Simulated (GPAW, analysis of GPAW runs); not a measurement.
# Reproducing a measured hyperfine coupling: F centre in LiF (GPAW), part 2 of 2

How near does this set-up come to the measured hyperfine coupling? Subject: F centre in LiF. Set-up: PBE, plane waves 500 eV, 64-site cell, PBE lattice, k: the zone centre alone then 2x2x2 shifted, relaxed to 0.1 eV/A. The model is a cell of 64 host atoms with 1 F taken out. The isotropic coupling follows from the spin density at the nucleus, the nuclear g-factor and the total spin.

GPAW 26.7.0; PBE, plane waves 500 eV, 64-site cell, PBE lattice, k: the zone centre alone then 2x2x2 shifted, relaxed to 0.1 eV/A.

So far: The structure; Relaxation, charge 0.

**3. Hyperfine parameters**

The relaxed structure is kept, and the final numbers are taken at the final level and k-points.

This step: GPAW plane-wave PAW DFT, PBE; single point of a defect supercell.

Input file run.py:

```python
import numpy as np
from ase.io import read, write
from ase.parallel import parprint, world
from gpaw import GPAW, PW
from gpaw.hyperfine import hyperfine_parameters
from gpaw.mpi import serial_comm
from ase import units

atoms = read('POSCAR')
magmoms = np.zeros(len(atoms))
magmoms[[11, 24, 18, 27]] = 1 / 4
atoms.set_initial_magnetic_moments(magmoms)
calc = GPAW(mode=PW(500),
            xc='PBE',
            kpts={'size': (2, 2, 2), 'gamma': False},
            occupations={'name': 'fermi-dirac', 'width': 0.01, 'fixmagmom': True},
            nbands=133,
            convergence={'density': 1e-05, 'bands': 130},
            maxiter=150,
            symmetry={},
            txt='gpaw.txt')
atoms.calc = calc
energy = atoms.get_potential_energy()
forces = atoms.get_forces()
parprint(f'Energy: {energy:.6f} eV, largest force {np.linalg.norm(forces, axis=1).max():.4f} eV/A')
calc.write('gs.gpw')
write('final.xyz', atoms)
parprint('Moments:', atoms.get_magnetic_moments().round(3))
for s in range(calc.get_number_of_spins()):
    parprint('Levels (eV), spin', s, calc.get_eigenvalues(kpt=0, spin=s)[-16:].round(3))
mhz = units._e / units._hplanck * 1e-6 / max(abs(atoms.get_magnetic_moment()), 1e-9)
world.barrier()
if world.rank == 0:
    serial = GPAW('gs.gpw', communicator=serial_comm, txt=None)
    A = hyperfine_parameters(serial)  # eV, to be multiplied by the nuclear g-factor
    parprint('Coupling s1 7Li (MHz):', round(np.mean([np.trace(A[i]) / 3 for i in [11, 26, 27, 18, 24, 55]]) * 2.170951 * mhz, 3))
    parprint('Coupling s2 19F (MHz):', round(np.mean([np.trace(A[i]) / 3 for i in [13, 7, 30, 23, 20, 28, 29, 51, 44, 15, 60, 59]]) * 5.257736 * mhz, 3))
    parprint('Coupling s3 7Li (MHz):', round(np.mean([np.trace(A[i]) / 3 for i in [32, 40, 25, 9, 17, 56, 48, 1]]) * 2.170951 * mhz, 3))
    parprint('Coupling s4 19F (MHz):', round(np.mean([np.trace(A[i]) / 3 for i in [22, 14, 61]]) * 5.257736 * mhz, 3))
```

Input file POSCAR:

```
Li F  Li F  Li F  Li F  Li F  Li F  Li F  Li F 
 1.0000000000000000
     8.1720213307854284    0.0000000000000009   -0.0000000000000000
     0.0000000000000018    8.1720213307854266   -0.0000000000000000
     0.0000000000000000    0.0000000000000009    8.1720213307854479
 Li  F   Li  F   Li  F   Li  F   Li  F   Li  F   Li  F   Li  F  
   4   4   4   4   4   4   4   3   4   4   4   4   4   4   4   4
Direct
  0.0000030457580802 -0.0000000000000000 -0.0000000012236875
  0.0001135998013738  0.2501061716885606  0.2501061704648725
[... 9 atom lines left out ...]
  0.2499952713417167  0.2459875272751882  0.5000000042348490
[... 1 atom line left out ...]
  0.0000883367738261  0.2500344330113998  0.5000000017874741
[... 4 atom lines left out ...]
  0.2499952701180292  0.4999999993401005  0.2459875199330628
[... 1 atom line left out ...]
  0.0000883343264511  0.4999999993401005  0.2500344648272732
[... 3 atom lines left out ...]
 -0.0040078419615252  0.4999999993401004  0.5000000005637868
[... 1 atom line left out ...]
  0.2499952713417166  0.4999999993401004  0.7540124628391986
  0.2499952713417166  0.7540124726287002  0.5000000042348490
  0.0000883171948267  0.4999999993401004  0.7499655387476751
  0.0000883367738260  0.7499655668924884  0.5000000017874741
[... 14 atom lines left out ...]
  0.4999106921821208  0.2500289068388444  0.5000000017874741
[... 6 atom lines left out ...]
  0.4999107007479329  0.4999999993401004  0.2500289202994059
[... 3 atom lines left out ...]
  0.5040016665747178  0.4999999993401001  0.5000000054585364
[... 6 atom lines left out ...]
  0.7500565578444083  0.7499876201878365  0.7499876055035852
```

Started as:

```console
OMP_NUM_THREADS=1 mpirun -n 4 gpaw python run.py > stdout
```

The log of the run:

```text
__  _  _
 | _ |_)|_||  |
 |__||  | ||/\| - 26.7.0

Input parameters:
  mode=PW(ecut=500.0),
  convergence={'density': 1e-05, 'bands': 130},
  kpts=MonkhorstPack(size=(2, 2, 2), gamma=False),
  maxiter=150,
  nbands=133,
  occupations=Occupations(name='fermi-dirac', width=0.01, fixmagmom=True),
  symmetry=Symmetry(),
  xc=XC(name='PBE')

Diagonalizing LCAO Hamiltonian
Converting LCAO to pw mode

           Li   F    Li   F
          F    Li   F    Li
        Li F F  LiLi F F  Li
       F  LiLi   F  LiLi F
        F  LiLi F F  LiLi F

       Li F F  LiLi F F  Li
        Li F F  LiLi F F  Li
       F  LiLi F F  LiLi F
        F    Li   F    Li
       Li   F    Li   F

Atoms  # Å, Bohr magnetons
|    | symbol |         x |         y |         z |    initial magnetic moments |
|----|--------|-----------|-----------|-----------|-----------------------------|
|  0 |     Li |  0.000025 |  0.000000 | -0.000000 | ( 0.0000,  0.0000,  0.0000) |
|  1 |     Li |  0.000928 |  2.043873 |  2.043873 | ( 0.0000,  0.0000,  0.0000) |
|  2 |     Li |  2.042951 | -0.000000 |  2.043383 | ( 0.0000,  0.0000,  0.0000) |
|  3 |     Li |  2.042951 |  2.043383 | -0.000000 | ( 0.0000,  0.0000,  0.0000) |
|  4 |      F |  0.000555 |  0.000000 |  2.043111 | ( 0.0000,  0.0000,  0.0000) |
|  5 |      F |  0.000555 |  2.043111 |  0.000000 | ( 0.0000,  0.0000,  0.0000) |
|  6 |      F |  2.042548 |  0.000000 |  0.000000 | ( 0.0000,  0.0000,  0.0000) |
|  7 |      F |  2.042536 |  2.043263 |  2.043263 | ( 0.0000,  0.0000,  0.0000) |
|  8 |     Li |  0.000434 | -0.000000 |  4.086011 | ( 0.0000,  0.0000,  0.0000) |
|  9 |     Li |  0.000928 |  2.043873 |  6.128148 | ( 0.0000,  0.0000,  0.0000) |
| 10 |     Li |  2.042951 |  0.000000 |  6.128638 | ( 0.0000,  0.0000,  0.0000) |
| 11 |     Li |  2.042967 |  2.010215 |  4.086011 | ( 0.0000,  0.0000,  0.2500) |
| 12 |      F |  0.000555 | -0.000000 |  6.128910 | ( 0.0000,  0.0000,  0.0000) |
| 13 |      F |  0.000722 |  2.043287 |  4.086011 | ( 0.0000,  0.0000,  0.0000) |
| 14 |      F |  2.042540 | -0.000000 |  4.086011 | ( 0.0000,  0.0000,  0.0000) |
| 15 |      F |  2.042536 |  2.043263 |  6.128758 | ( 0.0000,  0.0000,  0.0000) |
| 16 |     Li |  0.000434 |  4.086011 | -0.000000 | ( 0.0000,  0.0000,  0.0000) |
| 17 |     Li |  0.000928 |  6.128148 |  2.043873 | ( 0.0000,  0.0000,  0.0000) |
[...]
| 20 |      F |  0.000722 |  4.086011 |  2.043287 | ( 0.0000,  0.0000,  0.0000) |
| 21 |      F |  0.000555 |  6.128910 |  0.000000 | ( 0.0000,  0.0000,  0.0000) |
[...]
| 50 |     Li |  6.129070 |  6.129047 | -0.000000 | ( 0.0000,  0.0000,  0.0000) |
[...]
| 54 |      F |  6.129478 |  6.128915 |  2.043107 | ( 0.0000,  0.0000,  0.0000) |
| 55 |     Li |  4.118712 |  4.086011 |  4.086011 | ( 0.0000,  0.0000,  0.0000) |
| 56 |     Li |  4.085082 |  6.128139 |  6.128139 | ( 0.0000,  0.0000,  0.0000) |
| 57 |     Li |  6.129055 |  4.086011 |  6.128638 | ( 0.0000,  0.0000,  0.0000) |
| 58 |     Li |  6.129055 |  6.128638 |  4.086011 | ( 0.0000,  0.0000,  0.0000) |
| 59 |      F |  4.085281 |  4.086011 |  6.128780 | ( 0.0000,  0.0000,  0.0000) |
| 60 |      F |  4.085281 |  6.128780 |  4.086011 | ( 0.0000,  0.0000,  0.0000) |
| 61 |      F |  6.128157 |  4.086011 |  4.086010 | ( 0.0000,  0.0000,  0.0000) |
| 62 |      F |  6.129478 |  6.128915 |  6.128915 | ( 0.0000,  0.0000,  0.0000) |

Unit cell  # Å
| periodic |        x |        y |         z |  lengths |    angles |
|----------|----------|----------|-----------|----------|-----------|
|      yes | 8.172021 | 0.000000 | -0.000000 | 8.172021 | 90.000000 |
|      yes | 0.000000 | 8.172021 | -0.000000 | 8.172021 | 90.000000 |
|      yes | 0.000000 | 0.000000 |  8.172021 | 8.172021 | 90.000000 |

Number of symmetries: 2
Symmetry operations  # r_c * U_cc + t_c -> r_c
|   | kind |            matrix            |
|---|------|------------------------------|
| 0 |  E   |  1, 0, 0,  0, 1, 0,  0, 0, 1 |
| 1 |  σ   |  1, 0, 0,  0,-1, 0,  0, 0, 1 |

BZ-sampling:
  Number of BZ points: 8
  Number of IBZ points: 2

  Monkhorst-Pack size: [2, 2, 2]
  Monkhorst-Pack shift: [0, 0, 0]

K-points  # in reciprocal-cell coordinates
|   |                                coordinates |     weight |
|---|--------------------------------------------|------------|
| 0 | (  0.25000000,   0.25000000,  -0.25000000) | 0.50000000 |
| 1 | (  0.25000000,   0.25000000,   0.25000000) | 0.50000000 |

Plane wave coefficients: 13823
Cutoff: 500.0 eV

Spin-components: 2 (collinear spins)
Bands:           133
Projectors:      251
Spin-degeneracy: 1
Datatype:        complex128

Density:
  Valence electrons: 249.0
  Components: 2
  Grid points: [45 45 45]
  Charge: 0.0  # |e|

Potential:
  Grid points: [45 45 45]

species:
  Li:
    name:    Lithium
    Z:       3.0
    valence: 1
    core:    2
    charge:  0.0  # [|e|]
    compensation charges:
      type: gauss
      rc: 0.33  # [Å]
      lmax: 2
    cutoffs:
      filter: 1.91  # [Å]
      core: 2.55  # [Å]
    projectors
    | kind |    occ | energy [eV] | rcut [Å] |
    |------|--------|-------------|----------|
    |   2s |  1.000 |      -2.874 |    1.058 |
    |   2p |  0.000 |      -1.090 |    1.058 |
    |    s |        |      24.337 |    1.058 |

    Using partial waves for Li as LCAO basis

  F:
    name:    Fluorine
    Z:       9.0
    valence: 7
    core:    2
    charge:  0.0  # [|e|]
    compensation charges:
      type: gauss
      rc: 0.20  # [Å]
      lmax: 2
    cutoffs:
      filter: 1.14  # [Å]
      core: 0.74  # [Å]
    projectors
    | kind |    occ | energy [eV] | rcut [Å] |
    |------|--------|-------------|----------|
    |   2s |  2.000 |     -29.898 |    0.635 |
    |   2p |  5.000 |     -11.110 |    0.635 |
    |    s |        |      -2.687 |    0.635 |
    |    p |        |      16.102 |    0.635 |
    |    d |        |       0.000 |    0.635 |

    Using partial waves for F as LCAO basis

Reference energy: -90625.714590  # eV

eigensolver:
  PPCG
  Converge bands: 130
  niter=2

density mixing:
  MSR1-Mixer
  Pratt-step length: 0.05
  Maximum mixing coefficient: 0.75
  Old densities: 10
  SVD Regularization: 0.005
  Good broyden scale: 1.0
  Trust region scale: 1.0
  Backstep threshold: 4.0
  History deletion threshold: 6.0
  Fourier metric: weight=20.0, sigma=0.015

occupation numbers:
  Fixed magnetic moment: 1.000
  Fermi-Dirac:
    width: 0.0100  # eV

poisson solver:
  ecut: 4000.0  # eV

xc functional:
  name: PBE with 2 nearest neighbor stencil

Initialization done in: 19.691 s

convergence criteria:
- Maximum integral of absolute [dens]ity change: 1e-05 electrons / valence electron
- Maximum [total energy] change in last 3 cyles: 0.0005 eV / valence electron
- Maximum integral of absolute [eigenst]ate change: 4e-08 eV^2 / valence electron
maximum number of iterations: 150

SCF iterations
|iter     | |      energy | eigst |  dens |  magmom |
|---------|-|-------------|-------|-------|---------|
|iter:   1| | -297.960753 | -0.41 |       |  +0.9167|
|iter:   2| | -296.515116 | -1.78 | -1.05 |  +0.9209|
|iter:   3| | -292.746484 | -0.92 | -1.09 |  +0.9585|
|iter:   4| | -293.046208 | -2.19 | -1.46 |  +0.9821|
|iter:   5| | -293.180688 | -3.04 | -1.80 |  +1.0001|
|iter:   6| | -293.181361 | -3.45 | -2.93 |  +1.0002|
|iter:   7| | -293.181536c| -3.82 | -3.29 |  +1.0001|
|iter:   8| | -293.181554c| -4.10 | -3.71 |  +1.0000|
|iter:   9| | -293.181555c| -4.54 | -4.33 |  +1.0000|
|iter:  10| | -293.181555c| -4.85 | -4.75 |  +1.0000|
|iter:  11| | -293.181555c| -5.22 | -5.47c|  +1.0000|
|iter:  12| | -293.181555c| -5.50 | -5.76c|  +1.0000|
|iter:  13| | -293.181555c| -5.90 | -6.16c|  +1.0000|
|iter:  14| | -293.181555c| -6.19 | -6.80c|  +1.0000|
|iter:  15| | -293.181555c| -6.54 | -7.13c|  +1.0000|
|iter:  16| | -293.181555c| -6.82 | -7.65c|  +1.0000|
|iter:  17| | -293.181555c| -7.10 | -8.16c|  +1.0000|
|iter:  18| | -293.181555c| -7.38 | -8.65c|  +1.0000|
|iter:  19| | -293.181555c| -7.63c| -9.03c|  +1.0000|

Converged in 19 steps
SCF loop duration: 142.055 s (7.477 s/step)
Energy contributions relative to reference atoms: (reference = -90625.714590)

Energy contributions:
  Kinetic:         319.684447
  Coulomb:        -318.967495
  Zero:              7.504434
  External:          0.000000
  Xc:             -301.402941
  Entropy:          -0.000000
  Spinorbit:         0.000000
  ----------------------------
  Free energy:    -293.181555
  Extrapolated:   -293.181555

dipole moment: (-223.086532, 125.713546, 37.511801)  # |e|*Ang

Total magnetic moment: (0.000000, 0.000000, 1.000000)

Local magnetic moments
|        x |        y |        z |
|----------|----------|----------|
| 0.000000 | 0.000000 | 0.000033 |  # Li   0
| 0.000000 | 0.000000 | 0.000218 |  # Li   1
| 0.000000 | 0.000000 | 0.000425 |  # Li   2
| 0.000000 | 0.000000 | 0.000425 |  # Li   3
| 0.000000 | 0.000000 | 0.000152 |  # F    4
| 0.000000 | 0.000000 | 0.000152 |  # F    5
| 0.000000 | 0.000000 | 0.000486 |  # F    6
| 0.000000 | 0.000000 | 0.007519 |  # F    7
| 0.000000 | 0.000000 | 0.000426 |  # Li   8
| 0.000000 | 0.000000 | 0.000218 |  # Li   9
[...]
Fermi levels: 6.759, 4.951
Eigenvalues  # (at kpt = [0.250, 0.250, -0.250])
| band index |      eig [eV] | occ [0-1] |      eig [eV] | occ [0-1] |
|------------|---------------|-----------|---------------|-----------|
|          0 |       -20.930 |     1.000 |       -20.925 |     1.000 |
|        ... |               |           |               |           |
|        117 |        -1.273 |     1.000 |        -1.266 |     1.000 |
|        118 |        -1.273 |     1.000 |        -1.265 |     1.000 |
|        119 |        -1.191 |     1.000 |        -1.186 |     1.000 |
|        120 |        -1.191 |     1.000 |        -1.185 |     1.000 |
|        121 |        -1.162 |     1.000 |        -1.157 |     1.000 |
|        122 |        -1.124 |     1.000 |        -1.119 |     1.000 |
|        123 |        -1.123 |     1.000 |        -1.118 |     1.000 |
|        124 |         4.740 |     1.000 |         6.415 |     0.000 |
|        125 |         8.143 |     0.000 |         8.227 |     0.000 |
|        126 |         8.811 |     0.000 |         8.970 |     0.000 |
|        127 |         8.811 |     0.000 |         8.970 |     0.000 |
|        128 |         9.209 |     0.000 |         9.275 |     0.000 |
|        129 |         9.296 |     0.000 |         9.458 |     0.000 |
|        130 |         9.450 |     0.000 |         9.539 |     0.000 |
|        131 |         9.481 |     0.000 |         9.540 |     0.000 |
|        132 |         9.483 |     0.000 |         9.583 |     0.000 |

Gap: 1.727 eV
Transition (v -> c):
  (s=1, k=0, n=124, [0.25, 0.25, -0.25]) -> (s=0, k=0, n=125, [0.25, 0.25, -0.25])
No difference between direct/indirect transitions

Forces  # eV/Ang
|        x |        y |        z |
|----------|----------|----------|
[...]
|  0.00082 |  0.03450 | -0.00000 |  # Li  58
|  0.04316 |  0.00000 |  0.04397 |  # F   59
|  0.04316 |  0.04397 | -0.00000 |  # F   60
| -0.00011 | -0.00000 |  0.00000 |  # F   61
| -0.00021 | -0.00255 | -0.00255 |  # F   62

# Writing to gs.gpw (mode='')
```

Run time: 2.9 min. Hardware: 4 MPI ranks of AMD EPYC 7R43, shared host; peak memory 2.5 GiB.

Read from the output:

* total moment: 1.0000 μB

**4. Summary of results**

```
7Li, shell I   : 37.4 MHz
19F, shell II  : 123.7 MHz
7Li, shell III : 0.8 MHz
19F, shell IV  : 1.0 MHz
```

In words: 7Li, shell I: computed 37.4 MHz, measured 39.06 MHz; 1.7 MHz (4 %) below the measurement. 19F, shell II: computed 123.7 MHz, measured 105.9 MHz; 17.7 MHz (17 %) above the measurement. 7Li, shell III: computed 0.8 MHz, measured 0.5 MHz; 0.3 MHz (64 %) above the measurement. 19F, shell IV: computed 1.0 MHz, measured 0.48 MHz; 0.6 MHz (117 %) above the measurement. Only the isotropic (Fermi contact) part is computed, with core polarisation; no vibrational averaging. Limits: the periodic copies of the defect are only 8.2 Å apart.

[Logs are printed without paths, hosts, clocks, repeated set-up lines and the standing remarks that a program may print on its own settings, such as how far it seeks lower states.]

[Hosts, paths, dates, database ids (printed as entryN), source tags and the programs' standing remarks are cut or masked in the printed files.]

[For some hosts the program warned that the k-mesh of the response run may be too coarse for force constants and the static dielectric constant; such warnings are not shown here.]
